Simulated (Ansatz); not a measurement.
# Vibrations of species on Si(111), part 3 of 3

Aim: bond lengths and vibrational modes of species bound on Si(111).

Ansatz 0.2.0; DFT PBE, scalar-relativistic, plane waves, PAW; PAW set soft_1.

So far. Step 5 (Relaxation in the fixed cell: Br): The largest force component left on a free atom is 0.78 meV/Å. Step 6 (Force constants among chosen sites: Br): The highest mode of the block lies at 505.4 cm⁻¹; the acoustic sum rule moved it by 0.0 cm⁻¹.

## (7) Relaxation in the fixed cell: OH

The slab carries OH. Its plane takes the lattice constant of the bulk relaxed at this level. The lowest layers and the H atoms that close the back face are held, and the other atoms relax. The program lengthens the typed cell of 32.2 Å along the normal to 58.0 Å, as its cut-off of the electrostatics needs, and moves no atom.

System of this step: OH on Si(111). The cell holds 13 atoms: 10 Si, 2 H and 1 O. Its edges and angles: a = 3.868 Å, b = 3.868 Å, c = 58.009 Å, α = 90.0°, β = 90.0°, γ = 120.0°. It derives from Si. Vacuum lies along c.

File input.yaml:

```yaml
crystal:
  lattice:
    - [3.8677029217, 0.0, 0.0]
    - [-1.933856479, 3.3495309121, 0.0]
    - [0.0, 0.0, 32.1590616351]
  atoms:
    - { symbol: Si, position: [0.0, 0.0, 0.280562] }
    - { symbol: Si, position: [0.333333, 0.666667, 0.305111] }
    - { symbol: Si, position: [0.333333, 0.666667, 0.37876] }
    - { symbol: Si, position: [0.666667, 0.333333, 0.40331] }
    - { symbol: Si, position: [0.666667, 0.333333, 0.476958] }
    - { symbol: Si, position: [0.0, 0.0, 0.501508] }
    - { symbol: Si, position: [0.0, 0.0, 0.575157] }
    - { symbol: Si, position: [0.333333, 0.666667, 0.599706] }
    - { symbol: Si, position: [0.333333, 0.666667, 0.673355] }
    - { symbol: Si, position: [0.666667, 0.333333, 0.697905] }
    - { symbol: H, position: [0.0, 0.0, 0.234061] }
    - { symbol: O, position: [0.666667, 0.333333, 0.753455] }
    - { symbol: H, position: [0.895017, 0.333333, 0.765939] }
  periodic: [true, true, false]
kpoints:
  mp_grid: { grid: [8, 8, 1] }
hamiltonian:
  xc: pbe
  pseudopotentials: { kind: paw, azcp: { folder: soft_1 } }
scf:
  occupations: { method: gaussian, width: 0.03 }
output:
  forces: true
  eigenvalues: true
relax:
  adjacent_minimum: "off"
  f_tol: 0.003
  max_steps: 120
  constraints: [{ sites: [0, 1, 10] }]
```

Command:

```sh
$ ansatz run input.yaml --threads 8 --pin off --max-ram 20480MiB --backend cpu --events-out ev --progress --plain --runs-dir out
```

Numbers of over 12 decimals in the logs are rounded to 6 here.

The program printed:

```text
[...]
Crystal: 13 atoms, lattice volume = 751.511 Å³
Basis set: ecut = 420 eV, 14809 PW (Γ), exchange–correlation on 54×54×800 points (8 copies of the dense FFT grid, shifted against one another)
Bands: 37, of which v1, the nominal top of the filled ones, is band 24 counted from 1 (23 counted from 0)
Symmetry: 1 space group operations
[...]
k-points: 34 of 64 (time reversal used)
[...]
- { symbol: Si, position: [6.910404128720649e-5, 0.000257017, 0.277867] }
    - { symbol: Si, position: [0.000229025, 0.000204953, 0.318672] }
    - { symbol: Si, position: [0.333543, 0.666902, 0.332255] }
    - { symbol: Si, position: [0.328853, 0.671695, 0.373087] }
    - { symbol: Si, position: [0.661202, 0.339358, 0.386476] }
    - { symbol: H, position: [0.0, 0.0, 0.129758] }
    - { symbol: O, position: [0.642617, 0.357972, 0.415490] }
    - { symbol: H, position: [0.769985, 0.230698, 0.423537] }
[key lines of the parts left out:]
SCF converged after 6 iterations
Free energy (F): -6957.656166 eV
Fermi energy:    -4.066569 eV
```

It took 2.9 min on 8 threads of Intel Xeon at 2.70GHz, shared host; peak memory 2.1 GiB; 21 min of CPU time.

Relaxation path:

```
step  energy less that of the first step (eV)  largest force component (eV/Å)
   1                                   0.0000                          1.9784
   2                                  -0.0600                          1.4583
   3                                  -0.1091                          0.8275
   4                                  -0.1330                          0.1752
   5                                  -0.1354                          0.0470
   6                                  -0.1356                          0.0035
   7                                  -0.1357                          0.0262
   8                                  -0.1357                          0.0187
   9                                  -0.1358                          0.0070
  10                                  -0.1358                          0.0003
```

The atoms that moved most (Å):

```
atom      dx      dy      dz  length
 H13  -0.285  -0.344  -0.063   0.451
 O12  -0.141   0.083  -0.128   0.207
Si10  -0.033   0.020  -0.025   0.046
 Si9  -0.027   0.017  -0.012   0.034
 Si8   0.000   0.001  -0.012   0.012
 Si7   0.000   0.001  -0.011   0.011
 Si6   0.000   0.001  -0.009   0.009
 Si5   0.000   0.001  -0.008   0.008
```

Final coordinates:

```cif
data_structure
_symmetry_space_group_name_H-M 'P 1'
_symmetry_Int_Tables_number 1
_cell_length_a 3.8677
_cell_length_b 3.8677
_cell_length_c 58.0094
_cell_angle_alpha 90.000
_cell_angle_beta 90.000
_cell_angle_gamma 120.000
_cell_volume 751.51
loop_
_atom_site_label
_atom_site_type_symbol
_atom_site_fract_x
_atom_site_fract_y
_atom_site_fract_z
_atom_site_occupancy
Si1 Si 0.00000 0.00000 0.15554 1
Si2 Si 0.33333 0.66667 0.16915 1
Si3 Si 0.33340 0.66680 0.20987 1
Si4 Si 0.66674 0.33347 0.22347 1
Si5 Si 0.66674 0.33358 0.26427 1
Si6 Si 0.00007 0.00026 0.27787 1
Si7 Si 0.00023 0.00020 0.31867 1
Si8 Si 0.33354 0.66690 0.33225 1
Si9 Si 0.32885 0.67170 0.37309 1
Si10 Si 0.66120 0.33936 0.38648 1
H11 H 0.00000 0.00000 0.12976 1
O12 O 0.64262 0.35797 0.41549 1
H13 H 0.76998 0.23070 0.42354 1
```

The largest force component left on a free atom is 0.27 meV/Å.

## (8) Force constants among chosen sites: OH

Only 6 sites are displaced (4 Si, 1 O and 1 H), with their periodic images, and all others stay at rest. This gives the modes that are localised on these sites for less work than the whole matrix.

File input.yaml:

```yaml
crystal:
  lattice:
    - [3.8677029217, 0.0, 0.0]
    - [-1.933856479, 3.3495309121, 0.0]
    - [0.0, 0.0, 58.0093947687]
  atoms:
    - { symbol: Si, position: [0.0, 0.0, 0.1555370589] }
    - { symbol: Si, position: [0.333333, 0.666667, 0.1691464545] }
    - { symbol: Si, position: [0.3334048366, 0.6667978343, 0.2098680255] }
    - { symbol: Si, position: [0.6667399379, 0.3334740928, 0.2234666768] }
    - { symbol: Si, position: [0.6667385632, 0.3335763163, 0.2642744646] }
    - { symbol: Si, position: [6.9104e-05, 0.0002570173, 0.2778669651] }
    - { symbol: Si, position: [0.0002290249, 0.0002049533, 0.3186722683] }
    - { symbol: Si, position: [0.3335434644, 0.6669020417, 0.3322547302] }
    - { symbol: Si, position: [0.3288529408, 0.6716951095, 0.3730872482] }
    - { symbol: Si, position: [0.6612022006, 0.3393575981, 0.3864756562] }
    - { symbol: H, position: [0.0, 0.0, 0.1297579841] }
    - { symbol: O, position: [0.6426169456, 0.3579721192, 0.4154896021] }
    - { symbol: H, position: [0.7699845776, 0.2306984299, 0.4235371083] }
  periodic: [true, true, false]
kpoints:
  mp_grid: { grid: [8, 8, 1] }
hamiltonian:
  xc: pbe
  pseudopotentials: { kind: paw, azcp: { folder: soft_1 } }
scf:
  occupations: { method: gaussian, width: 0.03 }
output:
  eigenvalues: true
phonons:
  method: fd
  supercell: [1, 1, 1]
  displaced_sites: [6, 7, 8, 9, 11, 12]
  rigid_motions: translations
```

The program printed:

```text
[...]
Crystal: 13 atoms, lattice volume = 751.511 Å³
Basis set: ecut = 420 eV, 14809 PW (Γ), exchange–correlation on 54×54×800 points (8 copies of the dense FFT grid, shifted against one another)
Bands: 37, of which v1, the nominal top of the filled ones, is band 24 counted from 1 (23 counted from 0)
Symmetry: 1 space group operations
k-points: 34 of 64 (time reversal used)
[...]
k-point 33: bands = [... 20 lower, -6.4292, -6.1399, -5.9587, -5.5994, -3.6646, -3.3673, -3.2457, -2.8739, ... 9 higher]
  ° read free of the cell's end (the report's vacuum.weakly_bound_levels)
[...]
transpose residual: 4.5e-4 eV/Å²
[...]
unstable modes among the named sites: 0
[...]
zero-point energy: 0.587130 eV/cell   skipped modes (ω ≤ 0): 0
[...]
[key lines of the parts left out:]
SCF converged after 18 iterations
Free energy (F): -6957.656166 eV
Fermi energy:    -4.066638 eV
```

Elapsed: 8.6 min, on 8 threads; peak memory 2.3 GiB; 62 min of CPU time.

The other atoms of the cell are at rest; shares are of the kinetic energy, a minus sign marks an imaginary mode, and where like sites share a mode the one named is one choice of several. Modes of the displaced sites:

```
mode  frequency (cm⁻¹)  share of Si (%)  share of O (%)  share of H (%)  site with the largest share  its share (%)
   1              40.9               81              17               2                         Si10             32
   2              41.5               82              17               1                         Si10             32
   3              90.4               96               2               1                          Si7             41
   4              92.5               90               9               1                          Si8             30
   5              93.1               85              14               1                         Si10             26
   6             151.5               22              59              19                          O12             59
   7             170.8               21              70               9                          O12             70
   8             221.1                1              21              78                          H13             78
   9             271.7               86              13               1                          Si8             37
  10             397.2               96               4               0                          Si7             53
  11             477.5               98               2               0                          Si8             45
  12             483.7              100               0               0                          Si7             43
  13             484.9              100               0               0                          Si7             45
  14             507.0               99               1               0                         Si10             42
  15             510.6               98               0               1                         Si10             44
  16             820.2               39              60               1                          O12             60
  17             925.2                4               6              91                          H13             91
  18            3691.3                0               6              94                          H13             94
```

The same force constants with another mass on the added atoms, against the natural mean mass; listed are the real modes with at least half of their motion on these atoms, followed through small steps of mass, less those that pass through avoided crossings, where the squared overlap of new and old mass-weighted patterns is under 0.8. Modes after a change of mass:

```
substitution  mode  frequency (cm⁻¹)  after (cm⁻¹)  ratio
         18O     6             151.5         146.2  1.036
         18O     7             170.8         164.0  1.042
         18O    16             820.2         792.5  1.035
     D for H    18            3691.3        2687.8  1.373
```

The highest mode of the block lies at 3691.3 cm⁻¹; the acoustic sum rule moved it by 0.0 cm⁻¹.

## (9) All members side by side

The members are set side by side, also those not shown above.

The anchoring bond is the shortest distance from the first added atom to the slab, and like atoms elsewhere in the cell can differ; degenerate modes stand as often as they occur. The species side by side:

```
species  coverage (monolayer)  anchoring bond  its length (Å)  highest level (cm⁻¹)  second (cm⁻¹)  third (cm⁻¹)
      F                     1            F-Si           1.621                 857.8          516.5         516.5
     Cl                     1           Cl-Si           2.076                 565.8          507.3         507.3
     Br                     1           Br-Si           2.243                 505.4          505.4         495.2
     OH                     1            O-Si           1.688                  3691          925.2         820.2
```

## (10) What came out

```
highest mode of the block of 5 sites, F  : 857.8 cm⁻¹
highest mode of the block of 5 sites, Cl : 565.8 cm⁻¹
highest mode of the block of 5 sites, Br : 505.4 cm⁻¹
highest mode of the block of 6 sites, OH : 3691.3 cm⁻¹
```

**Reading.** With F the highest mode of the block lies at 858 cm⁻¹, 57 % on F and 43 % on Si. With Cl the highest mode of the block lies at 566 cm⁻¹, 69 % on Si and 31 % on Cl. With Br the highest mode of the block lies at 505 cm⁻¹, 100 % on Si. With OH the highest mode of the block lies at 3691 cm⁻¹, 94 % on H. With all atoms beyond the displaced ones at rest, modes that spread into the slab are only rough; stretches of light atoms, well above the modes of the substrate atoms, are the least affected. Periodic images of the cell move in phase at the zone centre, so coupling to the images is part of these frequencies. Modes of hydrogen are strongly anharmonic, so measured lines can lie well away from these harmonic values. These are harmonic frequencies at zero temperature: anharmonic shifts, linewidths and thermal expansion are left out.

[Logs are printed without paths, hosts, clocks, repeated set-up lines and the standing remarks that a program may print on its own settings, such as how far it seeks lower states.]

[Hosts, paths, dates, database ids (printed as entryN), source tags and the programs' standing remarks are cut or masked in the printed files.]
